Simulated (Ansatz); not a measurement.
# Work function of Os(0001): what the settings cost and change

How far do functional and pseudopotentials move the work function of Os(0001), and at what cost?

Main program and level: Ansatz 0.2.0; plane-wave DFT, PBE, Ansatz PAW, in the first sound run; inputs show where later runs differ.

This is a report of a sequence of runs, with most program output left out.

## (1) Set-up

The cell holds 7 atoms: 7 Os. Cell: a = 2.740 Å, b = 2.740 Å, c = 30.979 Å, α = 90.0°, β = 90.0°, γ = 60.0°. Vacuum lies along c.

## (2) Run, setting PBE, Ansatz PAW (420 eV)

A work function rests on the faint tail of the density, so the SCF threshold is tight. PBE on the default files comes first; the next runs keep the geometry and change functional or files, each at the cutoff that its files recommend; a relaxation and, for heavy metals, spin-orbit coupling close the ladder.

Input file input.yaml:

```yaml
crystal:
  lattice:
    - [2.74, 0.0, 0.0]
    - [1.37, 2.3729096064, 0.0]
    - [0.0, 0.0, 30.97938]
  atoms:
    - { symbol: Os, position: [0.0, 0.0, 0.2905158205] }
    - { symbol: Os, position: [0.6666666667, 0.6666666667, 0.3603438803] }
    - { symbol: Os, position: [0.0, 0.0, 0.4301719402] }
    - { symbol: Os, position: [0.6666666667, 0.6666666667, 0.5] }
    - { symbol: Os, position: [0.0, 0.0, 0.5698280598] }
    - { symbol: Os, position: [0.6666666667, 0.6666666667, 0.6396561197] }
    - { symbol: Os, position: [0.0, 0.0, 0.7094841795] }
kpoints:
  mp_grid: { grid: [17, 17, 1] }
hamiltonian:
  xc: pbe
scf:
  occupations: { method: fermi_dirac, width: 0.1 }
  convergence: { dr2_threshold: 1.0e-09 }
efield:
  axis: 3
  dipole_correction: true
  ramp_position: 0.97
  ramp_width: 0.06
output:
  write_potential: true
  write_density: true
  volumetric_format: npy
  elf: true
```

On the command line:

```bash
$ ansatz run input.yaml --threads 4 --pin off --max-ram 6144MiB --backend cpu --events-out ev --progress --plain --runs-dir out
```

Elapsed: 12 s, on 4 threads of Intel Xeon 6975P-C (Granite Rapids), shared host; peak memory 0.93 GiB; 43 s of CPU time.

Numbers from this step:

```
energy at zero smearing   : -79689.3519 eV
work function, upper face : 5.368 eV
```

Running mean over 2.16323 Å of the planar mean; the ramp of the sawtooth is left out. Table of electron's electrostatic potential energy less the Fermi level by z:

z (Å), electron's electrostatic potential energy less the Fermi level (eV) and a bar from the least value:
```
      3.5        5.4 ##############################
      4.0        5.4 ##############################
      4.5        5.4 ##############################
      5.0        5.4 ##############################
      5.5        5.3 ##############################
      6.0        5.3 ##############################
      6.5        5.0 #############################
      7.0        4.0 ############################
      7.5        0.7 ######################
      8.0       -5.1 #############
      8.5      -10.2 #####
      9.0      -12.3 #
      9.5      -12.7 #
     10.0      -12.8 
     10.5      -12.9 
     11.0      -13.0 
     11.5      -13.1 
     12.0      -13.1 
     12.5      -13.0 
     13.0      -13.0 
     13.5      -13.0 
     14.0      -13.0 
     14.5      -13.0 
     15.0      -13.0 
     15.5      -13.0 
     16.0      -13.0 
     16.5      -13.0 
     17.0      -13.0 
     17.5      -13.0 
     18.0      -13.0 
     18.5      -13.0 
     19.0      -13.1 
     19.5      -13.1 
     20.0      -13.0 
     20.5      -12.9 
     21.0      -12.8 
     21.5      -12.7 #
     22.0      -12.2 #
     22.5      -10.1 #####
     23.0       -4.8 #############
     23.5        0.9 #######################
     24.0        4.1 ############################
     24.5        5.0 #############################
     25.0        5.3 ##############################
     25.5        5.3 ##############################
     26.0        5.4 ##############################
     26.5        5.4 ##############################
     27.0        5.4 ##############################
     27.5        5.4 ##############################
```

ELF in the ca plane at fractional y = 0.000, with atoms of Os within 0.2 Å of it. It is the smooth field of the valence electrons, not physical close to the nuclei.

Ten even steps from '0' (0.00) to '9' (0.68), each cell a mean:
```
44444898964544554888954544455888952110000000
34454589745443454689745443455689742210000000
45445445444445444445444455445445443321000000
67434555554366434555553466434445555321000000
56434444444356434444444456434444444321000000
44444477545444454577545444455577533211000000
44454799954544454899854544455899942110000000
44544875964544544976954544445866952110000000
```
Columns run along c (16.0 Å, from fractional 0.35 to 0.87 of the cell), rows up along a (2.7 Å). Atoms in or near the plane, at fractional coordinates: Os at (0.43, 0.00), Os at (0.57, 0.00), Os at (0.71, 0.00).

Electrostatic potential energy in the ca plane at fractional y = 0.000, with atoms of Os within 0.2 Å of it. With pseudopotentials it is smooth inside the atoms' cores, unlike the true potential.

Values in eV, 5 rows by 16 columns, each cell a mean:
```
  7   0 -42 -12   7   7 -32 -29   7   7 -15 -40   4  15  15  15
 -8   5  -9   4  -6   2  -4  -2   0  -5   3  -8  11  15  15  15
-17   6   5   8 -13  -2   6   7  -4 -11   8   6  13  15  15  15
 -2   4 -22  -2   0   4 -14 -12   4   1  -3 -21   9  15  15  15
  9  -2 -46 -16   9   7 -37 -33   8   9 -19 -45   1  15  15  15
```
Columns run along c (16.0 Å, from fractional 0.35 to 0.87 of the cell; values clipped at the 3rd and 97th percentile), rows up along a (2.7 Å). Atoms in or near the plane, at fractional coordinates: Os at (0.43, 0.00), Os at (0.57, 0.00), Os at (0.71, 0.00).

Valence density in the ca plane at fractional y = 0.000, with atoms of Os within 0.2 Å of it. It is the smooth field of the valence electrons, not physical close to the nuclei.

Ten even steps from '0' (0.0 e/Å³) to '9' (7.8 e/Å³), each cell a mean:
```
00000389620000001489610000001599510000000000
00000145310000000244200000000244200000000000
11100011000011000011000011000011000000000000
12100000000012100000000112100000000000000000
11100000000011100000000011100000000000000000
00000123100000000123100000000122100000000000
00000377510000000377410000001377400000000000
00001499720000001599720000001599610000000000
```
Columns run along c (16.0 Å, from fractional 0.35 to 0.87 of the cell), rows up along a (2.7 Å). Atoms in or near the plane, at fractional coordinates: Os at (0.43, 0.00), Os at (0.57, 0.00), Os at (0.71, 0.00).

The work function is 5.368 eV.

## (3) Run

This step: plane-wave DFT, LDA, Ansatz PAW (Ansatz 0.2.0).

Changes to input.yaml since step 2:

```diff
@@ -16,3 +16,3 @@
 hamiltonian:
-  xc: pbe
+  xc: lda
 scf:
@@ -29,2 +29 @@
   volumetric_format: npy
-  elf: true
```

Wall time 18 s (4 threads); peak memory 0.9 GiB.

The work function is 5.700 eV, +0.332 eV from the run “PBE, Ansatz PAW (420 eV)”, at 1.4 times its CPU time.

## (4) Run

This step: plane-wave DFT, PBEsol, Ansatz PAW (Ansatz 0.2.0).

Changes to input.yaml since step 3:

```diff
@@ -16,3 +16,3 @@
 hamiltonian:
-  xc: lda
+  xc: pbesol
 scf:
```

Elapsed: 21 s, on 4 threads; peak memory 0.9 GiB; 66 s of CPU time.

The work function is 5.496 eV, +0.128 eV from the run “PBE, Ansatz PAW (420 eV)”, at 1.5 times its CPU time.

## (5) Slab

This step: plane-wave DFT, RPBE, Ansatz PAW (Ansatz 0.2.0).

Changes to input.yaml since step 4:

```diff
@@ -16,3 +16,3 @@
 hamiltonian:
-  xc: pbesol
+  xc: rpbe
 scf:
```

Elapsed: 22 s, on 4 threads; peak memory 0.91 GiB; 70 s of CPU time.

The work function is 5.219 eV, -0.148 eV from the run “PBE, Ansatz PAW (420 eV)”, at 1.6 times its CPU time.

## (6) Slab

This step: plane-wave DFT, r2SCAN, Ansatz PAW (Ansatz 0.2.0).

Changes to input.yaml since step 5:

```diff
@@ -16,3 +16,3 @@
 hamiltonian:
-  xc: rpbe
+  xc: r2scan
 scf:
```

It took 41 s on 4 threads; peak memory 1.4 GiB.

The work function is 5.421 eV, +0.053 eV from the run “PBE, Ansatz PAW (420 eV)”, at 2.9 times its CPU time.

## (7) Slab

This step: plane-wave DFT, PBE, JTH PAW (Ansatz 0.2.0).

Changes to input.yaml since step 6:

```diff
@@ -16,3 +16,4 @@
 hamiltonian:
-  xc: r2scan
+  xc: pbe
+  pseudopotentials: { kind: paw, source: jth }
 scf:
```

Run time: 30 s. Hardware: 4 threads; peak memory 1 GiB; 100 s of CPU time.

The work function is 5.376 eV, +0.008 eV from the run “PBE, Ansatz PAW (420 eV)”, at 2.3 times its CPU time.

## (8) Run

This step: plane-wave DFT, PBE, norm-conserving (Ansatz 0.2.0).

Changes to input.yaml since step 7:

```diff
@@ -17,3 +17,3 @@
   xc: pbe
-  pseudopotentials: { kind: paw, source: jth }
+  pseudopotentials: { kind: nc }
 scf:
```

Run time: 75 s. Hardware: 4 threads; peak memory 2.3 GiB; 4.6 min of CPU time.

The work function is 5.368 eV, -0.000 eV from the run “PBE, Ansatz PAW (420 eV)”, at 6.4 times its CPU time.

## (9) Slab

This step: plane-wave DFT, LDA, norm-conserving (Ansatz 0.2.0).

Changes to input.yaml since step 8:

```diff
@@ -16,3 +16,3 @@
 hamiltonian:
-  xc: pbe
+  xc: lda
   pseudopotentials: { kind: nc }
```

Wall time 68 s (4 threads); peak memory 2.3 GiB.

The work function is 5.703 eV, +0.335 eV from the run “PBE, Ansatz PAW (420 eV)”, at 5.9 times its CPU time.

## (10) Slab, setting PBE, all layers relaxed

This step: plane-wave DFT, PBE, Ansatz PAW (Ansatz 0.2.0).

Changes to input.yaml since step 9:

```diff
@@ -16,4 +16,3 @@
 hamiltonian:
-  xc: lda
-  pseudopotentials: { kind: nc }
+  xc: pbe
 scf:
@@ -26,2 +25,5 @@
   ramp_width: 0.06
+relax:
+  f_tol: 0.01
+  max_steps: 40
 output:
```

Elapsed: 71 s, on 4 threads; peak memory 0.83 GiB; 4.1 min of CPU time.

The relaxation took 5 steps and lowered the energy by 0.057 eV; the largest force on the free atoms ends at 0.0013 eV/Å.

The work function is 5.319 eV, -0.049 eV from the run “PBE, Ansatz PAW (420 eV)”, at 5.7 times its CPU time.

## (11) Slab

This step: plane-wave DFT, PBE, fully relativistic PAW with spin-orbit coupling (Ansatz 0.2.0).

Changes to input.yaml since step 10:

```diff
@@ -17,2 +17,3 @@
   xc: pbe
+  pseudopotentials: { kind: paw_fr }
 scf:
@@ -25,5 +26,5 @@
   ramp_width: 0.06
-relax:
-  f_tol: 0.01
-  max_steps: 40
+magnetization:
+  noncollinear: true
+  spin_orbit: true
 output:
```

It took 2.4 min on 4 threads; peak memory 3.1 GiB.

The work function is 5.379 eV, +0.011 eV from the run “PBE, Ansatz PAW (420 eV)”, at 13 times its CPU time.

## (12) Side by side

Times are for 4 threads of Intel Xeon 6975P-C (Granite Rapids), shared host. The runs compared:

```
no.                                setting  work function, upper face (eV)     time  memory (GiB)
  1               PBE, Ansatz PAW (420 eV)                           5.368     12 s          0.93
  2               LDA, Ansatz PAW (420 eV)                           5.700     18 s           0.9
  3            PBEsol, Ansatz PAW (420 eV)                           5.496     21 s           0.9
  4              RPBE, Ansatz PAW (420 eV)                           5.219     22 s          0.91
  5            r2SCAN, Ansatz PAW (500 eV)                           5.421     41 s           1.4
  6                  PBE, JTH PAW (600 eV)                           5.376     30 s             1
  7         PBE, norm-conserving (1007 eV)                           5.368     75 s           2.3
  8         LDA, norm-conserving (1007 eV)                           5.703     68 s           2.3
  9                PBE, all layers relaxed                           5.319     71 s          0.83
 10  PBE with spin-orbit coupling (420 eV)                           5.379  2.4 min           3.1
```

## (13) Results

```json
{"work function, PBE, Ansatz PAW (420 eV)": "5.368 eV", "work function, LDA, Ansatz PAW (420 eV)": "5.700 eV", "work function, RPBE, Ansatz PAW (420 eV)": "5.219 eV", "work function, r2SCAN, Ansatz PAW (500 eV)": "5.421 eV", "work function, LDA, norm-conserving (1007 eV)": "5.703 eV", "work function, PBE, all layers relaxed": "5.319 eV", "work function, PBE with spin-orbit coupling (420 eV)": "5.379 eV"}
```

In words: PBE on the default files gives 5.37 eV, and the settings tried spread the value from 5.22 to 5.70 eV. At one geometry LDA lies 0.33 eV above PBE. The choice of pseudopotentials moves the PBE value by 0.008 eV. Relaxing the layers changes it by -0.049 eV. Spin-orbit coupling, on the fully relativistic files, changes it by +0.01 eV. The ladder's slabs use the tabulated experimental lattice constant (two decimals; a low-temperature value for the alkali metals).

[Logs are printed without paths, hosts, clocks, repeated set-up lines and the standing remarks that a program may print on its own settings, such as how far it seeks lower states.]

[Hosts, paths, dates, database ids (printed as entryN), source tags and the programs' standing remarks are cut or masked in the printed files.]

[Maps of the electrostatic potential energy from Ansatz leave out the sawtooth potential of an applied field or a dipole correction, so their vacuum need not be flat; planar profiles and work functions include it.]
